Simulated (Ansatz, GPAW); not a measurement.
# Work function of a 3-layer slab of Na(100) at several levels, part 2 of 3

Wanted: work functions and dipole of a 3-layer slab of Na(100), with the cost of each level.

GPAW 26.7.0 and Ansatz 0.2.0; Ansatz plane waves; slab in vacuum with a dipole correction, relaxation (the session's first sound run).

So far, upper work function (eV): step 2 (relaxing the atoms) 2.65.

**3. The slab's potential**

With the geometry fixed, the planar mean of the potential gives the vacuum level on each side.

This step: GPAW, PAW setups; slab in vacuum (GPAW 26.7.0).

The input, run.py:

```python
import json
import numpy as np
from ase import Atoms
from gpaw import GPAW, PW

slab = Atoms(
    ['Na', 'Na', 'Na'],
    positions=[
        [0.00000, 0.00000, 8.00000],
        [2.11500, 2.11500, 10.04299],
        [-0.00000, 0.00000, 12.09170]],
    cell=[[4.23, 0.0, 0.0], [0.0, 4.23, 0.0], [0.0, 0.0, 20.23]],
    pbc=[True, True, False])

slab.calc = GPAW(mode=PW(400), xc='PBE', kpts={'size': (8, 8, 1), 'gamma': True},
                 occupations={'name': 'fermi-dirac', 'width': 0.1}, nbands='140%',
                 convergence={'density': 1e-05}, maxiter=200,
                 poissonsolver={'dipolelayer': 'xy'},
                 symmetry={'tolerance': 1e-3}, txt='slab.txt')
result = {}
energy = slab.get_potential_energy()
fermi = slab.calc.get_fermi_level()
v = slab.calc.get_electrostatic_potential().mean((0, 1)) - fermi
n = slab.calc.get_pseudo_density().mean((0, 1))
L = slab.cell[2, 2]
z = np.arange(len(v)) * L / len(v)
low, high = slab.positions[:, 2].min(), slab.positions[:, 2].max()
below, above = np.interp([low - 5.8, high + 5.8], z, v)
slopes = [np.interp(x, z, np.gradient(v, z)) for x in (low - 5.8, high + 5.8)]
eps = np.array([[slab.calc.get_eigenvalues(k, s) for k in range(len(slab.calc.get_ibz_k_points()))]
                for s in range(slab.calc.get_number_of_spins())]) - fermi
top, bottom = eps[eps < 0].max(), eps[eps > 0].min()
dipole = slab.get_dipole_moment()[2]
print(f'energy {energy:.4f} eV, Fermi level {fermi:.4f} eV, dipole {dipole:.5f} e A')
print(f'potential 5.8 A off the faces, from the Fermi level: lower {below:.4f} eV, upper {above:.4f} eV')
print(f'slope of the potential there: lower {slopes[0]:.5f}, upper {slopes[1]:.5f} eV/A')
print(f'nearest levels on the mesh: {top:.4f} and {bottom:.4f} eV')
print('magnetic moment', round(slab.get_magnetic_moment(), 3))
result.update(energy=energy, fermi=fermi, dipole=dipole, below=below, above=above, slopes=slopes, edges=[top, bottom],
              z=z.tolist(), v=v.tolist(), n=n.tolist(), positions=slab.positions.tolist(),
              forces=slab.get_forces(apply_constraint=False).tolist(), moments=slab.get_magnetic_moments().tolist())
json.dump(result, open('result.json', 'w'))
```

Command:

```
OMP_NUM_THREADS=1 OPENBLAS_NUM_THREADS=2 python run.py
```

The log of the run:

```text
energy -3.4921 eV, Fermi level -1.6909 eV, dipole -0.00002 e A
potential 5.8 A off the faces, from the Fermi level: lower 2.6515 eV, upper 2.6511 eV
slope of the potential there: lower -0.00036, upper 0.00036 eV/A
nearest levels on the mesh: -0.0122 and 0.0720 eV
magnetic moment 0.0
```

Run time: 48 s. Hardware: 2 threads of Arm Neoverse N1, shared host; peak memory 0.22 GiB.

This step gave:

```
dipole along the normal                    : -1.73e-5 e·Å
levels nearest the Fermi level on the mesh : -0.01215, 0.07205 eV from the Fermi level
upper work function                        : 2.651 eV
lower work function                        : 2.651 eV
```

Table of electrostatic potential energy of an electron (without an applied field's), less the Fermi level, planar mean by z:

z (Å), electrostatic potential energy of an electron (without an applied field's), less the Fermi level, planar mean (eV) and a bar from the least value:
```
      0.0       2.65 ##############################
      0.5       2.65 ##############################
      1.0       2.65 ##############################
      1.5       2.65 ##############################
      2.0       2.65 ##############################
      2.5       2.65 ##############################
      3.0       2.65 ##############################
      3.5       2.65 ##############################
      4.0       2.65 ##############################
      4.5       2.63 ##############################
      5.0       2.61 ##############################
      5.5       2.55 #############################
      6.0       2.40 ############################
      6.5       2.06 ##########################
      7.0       1.35 #####################
      7.5      -0.16 ###########
      8.0      -1.73 
      8.5      -0.28 ##########
      9.0       0.73 #################
      9.5      -0.01 ############
     10.0      -1.54 #
     10.5      -0.30 ##########
     11.0       0.74 #################
     11.5       0.05 ############
     12.0      -1.66 #
     12.5      -0.55 ########
     13.0       1.15 ####################
     13.5       1.97 #########################
     14.0       2.35 ############################
     14.5       2.53 #############################
     15.0       2.60 ##############################
     15.5       2.63 ##############################
     16.0       2.64 ##############################
     16.5       2.65 ##############################
     17.0       2.65 ##############################
     17.5       2.65 ##############################
     18.0       2.65 ##############################
     18.5       2.65 ##############################
     19.0       2.65 ##############################
     19.5       2.65 ##############################
     20.0       2.65 ##############################
```

Table of pseudo valence density, planar mean by z:

z (Å), pseudo valence density, planar mean (e/Å³) and a bar:
```
      3.0      0.000 
      3.5      0.000 
      4.0      0.000 
      4.5      0.000 
      5.0      0.001 
      5.5      0.002 
      6.0      0.004 
      6.5      0.008 
      7.0      0.018 #
      7.5      0.130 ########
      8.0      0.486 ##############################
      8.5      0.137 ########
      9.0      0.039 ##
      9.5      0.109 #######
     10.0      0.457 ############################
     10.5      0.161 ##########
     11.0      0.039 ##
     11.5      0.095 ######
     12.0      0.462 ############################
     12.5      0.192 ############
     13.0      0.024 #
     13.5      0.009 #
     14.0      0.005 
     14.5      0.002 
     15.0      0.001 
     15.5      0.000 
     16.0      0.000 
     16.5      0.000 
     17.0      0.000
```

The potential is flat to 3.6e-4 eV/Å where it is read, so the vacuum is wide enough. The geometry is the other program's minimum; here the largest force on a free atom is 0.0021 eV/Å.

**4. Self-consistent run: xc = "LDA"**

The same geometry under LDA, to see how far the functional moves the levels against the vacuum.

Changes to run.py since step 3:

```diff
@@ -14,3 +14,3 @@
 
-slab.calc = GPAW(mode=PW(400), xc='PBE', kpts={'size': (8, 8, 1), 'gamma': True},
+slab.calc = GPAW(mode=PW(400), xc='LDA', kpts={'size': (8, 8, 1), 'gamma': True},
                  occupations={'name': 'fermi-dirac', 'width': 0.1}, nbands='140%',
```

The log of the run:

```text
energy -3.8265 eV, Fermi level -1.8219 eV, dipole -0.00002 e A
potential 5.8 A off the faces, from the Fermi level: lower 2.7692 eV, upper 2.7688 eV
slope of the potential there: lower -0.00032, upper 0.00033 eV/A
nearest levels on the mesh: -0.0138 and 0.0739 eV
magnetic moment 0.0
```

It took 50 s on 2 threads; peak memory 0.2 GiB.

This step gave:

* dipole along the normal: -2.27e-5 e·Å
* levels nearest the Fermi level on the mesh: -0.01383, 0.07388 eV from the Fermi level
* upper work function: 2.769 eV
* lower work function: 2.769 eV

The electrostatic potential energy of an electron (without an applied field's), less the Fermi level, planar mean by z:

z (Å), electrostatic potential energy of an electron (without an applied field's), less the Fermi level, planar mean (eV) and a bar from the least value:
```
        0       2.77 ##############################
        1       2.77 ##############################
        2       2.77 ##############################
        3       2.77 ##############################
        4       2.76 ##############################
        5       2.73 ##############################
        6       2.51 ############################
        7       1.48 #####################
        8      -1.59 
        9       0.91 #################
       10      -1.37 #
       11       0.92 #################
       12      -1.51 #
       13       1.28 ####################
       14       2.47 ############################
       15       2.72 ##############################
       16       2.76 ##############################
       17       2.77 ##############################
       18       2.77 ##############################
       19       2.77 ##############################
       20       2.77 ##############################
```

Table of pseudo valence density, planar mean by z:

z (Å), pseudo valence density, planar mean (e/Å³) and a bar:
```
      3.0      0.000 
      3.5      0.000 
      4.0      0.000 
      4.5      0.000 
      5.0      0.001 
      5.5      0.002 
      6.0      0.004 
      6.5      0.008 
      7.0      0.018 #
      7.5      0.130 ########
      8.0      0.486 ##############################
      8.5      0.138 #########
      9.0      0.040 ##
      9.5      0.110 #######
     10.0      0.456 ############################
     10.5      0.161 ##########
     11.0      0.040 ##
     11.5      0.096 ######
     12.0      0.461 ############################
     12.5      0.192 ############
     13.0      0.024 #
     13.5      0.009 #
     14.0      0.004 
     14.5      0.002 
     15.0      0.001 
     15.5      0.000 
     16.0      0.000 
     16.5      0.000 
     17.0      0.000
```

Force by atom:

```tsv
atom	x (eV/Å)	y (eV/Å)	z (eV/Å)	size
Na1	0.0000	0.0000	0.0795	0.0795
Na2	0.0000	0.0000	0.0018	0.0018
Na3	0.0000	0.0000	-0.0812	0.0812
```

The upper face's work function is 2.769 eV, against 2.651 eV in the first plane-wave PBE run at this geometry.

**5. OptPBE vdW: xc = "optPBE-vdW"**

The same geometry under optPBE-vdW, to see how far the functional moves the levels against the vacuum (the van der Waals functionals take revPBE setups).

Changes to run.py since step 4:

```diff
@@ -14,3 +14,3 @@
 
-slab.calc = GPAW(mode=PW(400), xc='LDA', kpts={'size': (8, 8, 1), 'gamma': True},
+slab.calc = GPAW(mode=PW(400), xc='optPBE-vdW', kpts={'size': (8, 8, 1), 'gamma': True},
                  occupations={'name': 'fermi-dirac', 'width': 0.1}, nbands='140%',
```

The log of the run:

```text
energy -18.0771 eV, Fermi level -1.7568 eV, dipole -0.00002 e A
potential 5.8 A off the faces, from the Fermi level: lower 2.7676 eV, upper 2.7672 eV
slope of the potential there: lower -0.00082, upper 0.00083 eV/A
nearest levels on the mesh: -0.0015 and 0.0686 eV
magnetic moment 0.0
```

Wall time 2.1 min (2 threads); peak memory 0.41 GiB.

Numbers from this step:

- dipole along the normal: -2.03e-5 e·Å
- levels nearest the Fermi level on the mesh: -0.001508, 0.06862 eV from the Fermi level
- upper work function: 2.767 eV
- lower work function: 2.768 eV

The electrostatic potential energy of an electron (without an applied field's), less the Fermi level, planar mean by z:

z (Å), electrostatic potential energy of an electron (without an applied field's), less the Fermi level, planar mean (eV) and a bar from the least value:
```
        0       2.77 ##############################
        1       2.77 ##############################
        2       2.77 ##############################
        3       2.77 ##############################
        4       2.76 ##############################
        5       2.70 ##############################
        6       2.46 ############################
        7       1.38 #####################
        8      -1.72 
        9       0.69 ################
       10      -1.58 #
       11       0.70 ################
       12      -1.65 
       13       1.18 ###################
       14       2.41 ############################
       15       2.69 ##############################
       16       2.75 ##############################
       17       2.77 ##############################
       18       2.77 ##############################
       19       2.77 ##############################
       20       2.77 ##############################
```

The upper face's work function is 2.767 eV, against 2.651 eV in the first plane-wave PBE run at this geometry.

**6. Self-consistent run: xc = "vdW-DF2"**

The same geometry under vdW-DF2, to see how far the functional moves the levels against the vacuum (the van der Waals functionals take revPBE setups).

Changes to run.py since step 5:

```diff
@@ -14,3 +14,3 @@
 
-slab.calc = GPAW(mode=PW(400), xc='optPBE-vdW', kpts={'size': (8, 8, 1), 'gamma': True},
+slab.calc = GPAW(mode=PW(400), xc='vdW-DF2', kpts={'size': (8, 8, 1), 'gamma': True},
                  occupations={'name': 'fermi-dirac', 'width': 0.1}, nbands='140%',
```

The log of the run:

```text
energy -58.3500 eV, Fermi level -1.8833 eV, dipole -0.00004 e A
potential 5.8 A off the faces, from the Fermi level: lower 2.8932 eV, upper 2.8931 eV
slope of the potential there: lower -0.00058, upper 0.00059 eV/A
nearest levels on the mesh: -0.0674 and 0.0148 eV
magnetic moment 0.0
```

Run time: 1.7 min. Hardware: 2 threads; peak memory 0.41 GiB.

Numbers from this step:

* dipole along the normal: -3.84e-5 e·Å
* levels nearest the Fermi level on the mesh: -0.06743, 0.01484 eV from the Fermi level
* upper work function: 2.893 eV
* lower work function: 2.893 eV

The upper face's work function is 2.893 eV, against 2.651 eV in the first plane-wave PBE run at this geometry.

**7. Self-consistent run: xc = "revPBE"**

The same geometry under revPBE, to see how far the functional moves the levels against the vacuum.

Changes to run.py since step 6:

```diff
@@ -14,3 +14,3 @@
 
-slab.calc = GPAW(mode=PW(400), xc='vdW-DF2', kpts={'size': (8, 8, 1), 'gamma': True},
+slab.calc = GPAW(mode=PW(400), xc='revPBE', kpts={'size': (8, 8, 1), 'gamma': True},
                  occupations={'name': 'fermi-dirac', 'width': 0.1}, nbands='140%',
```

The log of the run:

```text
energy -3.2228 eV, Fermi level -1.6053 eV, dipole -0.00001 e A
potential 5.8 A off the faces, from the Fermi level: lower 2.5715 eV, upper 2.5711 eV
slope of the potential there: lower -0.00041, upper 0.00041 eV/A
nearest levels on the mesh: -0.0133 and 0.0714 eV
magnetic moment 0.0
```

The job ended after 47 s (2 threads; peak memory 0.22 GiB).

Numbers from this step:

- dipole along the normal: -1.50e-5 e·Å
- levels nearest the Fermi level on the mesh: -0.01325, 0.07135 eV from the Fermi level
- upper work function: 2.571 eV
- lower work function: 2.571 eV

Electrostatic potential energy of an electron (without an applied field's), less the Fermi level, planar mean against z:

z (Å), electrostatic potential energy of an electron (without an applied field's), less the Fermi level, planar mean (eV) and a bar from the least value:
```
        0       2.57 ##############################
        1       2.57 ##############################
        2       2.57 ##############################
        3       2.57 ##############################
        4       2.56 ##############################
        5       2.53 ##############################
        6       2.32 ############################
        7       1.27 #####################
        8      -1.82 
        9       0.62 #################
       10      -1.64 #
       11       0.63 #################
       12      -1.75 
       13       1.07 ####################
       14       2.27 ############################
       15       2.52 ##############################
       16       2.56 ##############################
       17       2.57 ##############################
       18       2.57 ##############################
       19       2.57 ##############################
       20       2.57 ##############################
```

The upper face's work function is 2.571 eV, against 2.651 eV in the first plane-wave PBE run at this geometry.

**8. Real-space grid: mode = "fd"**

A real-space grid is a second complete basis, so it checks the plane-wave result.

Changes to run.py since step 7:

```diff
@@ -3,3 +3,3 @@
 from ase import Atoms
-from gpaw import GPAW, PW
+from gpaw import GPAW
 
@@ -14,3 +14,3 @@
 
-slab.calc = GPAW(mode=PW(400), xc='revPBE', kpts={'size': (8, 8, 1), 'gamma': True},
+slab.calc = GPAW(mode='fd', h=0.18, xc='PBE', kpts={'size': (8, 8, 1), 'gamma': True},
                  occupations={'name': 'fermi-dirac', 'width': 0.1}, nbands='140%',
```

The log of the run:

```text
energy -3.5023 eV, Fermi level -2.6512 eV, dipole 0.00003 e A
potential 5.8 A off the faces, from the Fermi level: lower 2.6512 eV, upper 2.6509 eV
slope of the potential there: lower -0.00034, upper 0.00035 eV/A
nearest levels on the mesh: -0.0122 and 0.0721 eV
magnetic moment 0.0
```

It took 4 min on 2 threads; peak memory 0.58 GiB.

Numbers from this step:

```yaml
dipole_along_the_normal: 2.86e-5 e·Å
levels_nearest_the_fermi_level_on_the_mesh: -0.01219, 0.07205 eV from the Fermi level
upper_work_function: 2.651 eV
lower_work_function: 2.651 eV
```

The upper face's work function is 2.651 eV, against 2.651 eV in the first plane-wave PBE run at this geometry.

**9. Atomic orbitals: mode = "lcao"**

Atom-centred orbitals end a few angstrom from the surface, which tests how much the density's tail matters.

Changes to run.py since step 8:

```diff
@@ -14,4 +14,4 @@
 
-slab.calc = GPAW(mode='fd', h=0.18, xc='PBE', kpts={'size': (8, 8, 1), 'gamma': True},
-                 occupations={'name': 'fermi-dirac', 'width': 0.1}, nbands='140%',
+slab.calc = GPAW(mode='lcao', basis='dzp', h=0.18, xc='PBE', kpts={'size': (8, 8, 1), 'gamma': True},
+                 occupations={'name': 'fermi-dirac', 'width': 0.1}, nbands='120%',
                  convergence={'density': 1e-05}, maxiter=200,
```

The log of the run:

```text
energy -3.3377 eV, Fermi level -2.6279 eV, dipole 0.00006 e A
potential 5.8 A off the faces, from the Fermi level: lower 2.6281 eV, upper 2.6276 eV
slope of the potential there: lower -0.00014, upper 0.00014 eV/A
nearest levels on the mesh: -0.0592 and 0.0057 eV
magnetic moment 0.0
```

It took 10 min on 2 threads; peak memory 0.41 GiB.

Numbers from this step:

| Item | Value |
| --- | --- |
| dipole along the normal | 5.88e-5 e·Å |
| levels nearest the Fermi level on the mesh | -0.05923, 0.005740 eV from the Fermi level |
| upper work function | 2.628 eV |
| lower work function | 2.628 eV |

Electrostatic potential energy of an electron (without an applied field's), less the Fermi level, planar mean against z:

```tsv
z (Å)	electrostatic potential energy of an electron (without an applied field's), less the Fermi level, planar mean (eV)
0	2.63
1	2.63
2	2.63
3	2.63
4	2.62
5	2.58
6	2.37
7	1.33
8	-1.75
9	0.693
10	-1.57
11	0.705
12	-1.69
13	1.14
14	2.33
15	2.58
16	2.62
17	2.63
18	2.63
19	2.63
20	2.63
```

The upper face's work function is 2.628 eV, against 2.651 eV in the first plane-wave PBE run at this geometry.

**10. The ladder**

Times are for 2 threads of Arm Neoverse N1, shared host. Results by setting:

```tsv
no.	run	upper work function (eV)	time	memory (GiB)
1	pw	2.651	48 s	0.22
2	LDA	2.769	50 s	0.2
3	optPBE vdW	2.767	2.1 min	0.41
4	vdW DF2	2.893	1.7 min	0.41
5	revPBE	2.571	47 s	0.22
6	fd	2.651	4 min	0.58
7	lcao	2.628	10 min	0.41
```

(Part 2 of 3 ends here.)

[Logs are printed without paths, hosts, clocks, repeated set-up lines and the standing remarks that a program may print on its own settings, such as how far it seeks lower states.]

[Hosts, paths, dates, database ids (printed as entryN), source tags and the programs' standing remarks are cut or masked in the printed files.]
